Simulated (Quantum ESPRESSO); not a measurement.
# Voltage at the next charge: Be(0001), 4 layers, one monolayer of N on fcc sites against an electrode

Method. Quantum ESPRESSO 7.5, PBE, GBRV ultrasoft; ESM with bc3, a metal electrode 6.86 Å above the top atoms; cell area 4.542 Å²; ions fixed. V is the potential energy of an electron at the electrode over the slab's Fermi level, divided by e, so that it equals the work function at zero charge; positive charge removes electrons.

| charge (e a cell) | V (V) |
| --- | --- |
| 0 | 8.090 |
| 0.0068 | 9.747 |
| 0.0136 | 11.408 |

**Question.** What is V at a charge of 0.0272 e, and what capacitance do the rows imply?

By hand: The last two rows give dV/dq = (11.408 − 9.747)/(0.0136 − 0.0068) = 244.3 V/e, so C = 1602/(4.542 × 244.3) = 1.44 µF/cm², an effective gap of 8.854/1.44 = 6.13 Å. At constant C, V = 11.408 + 244.3 × 0.0136 = 14.73 V.

**The withheld run.** V = 14.739 V; the estimate misses by −0.01 V, 0.3 % of the step. Over the three intervals C goes 1.45, 1.44 and 1.44 µF/cm².

**Limits.** Vacuum fills the gap; a dielectric or electrolyte would change C. The slab is thin.
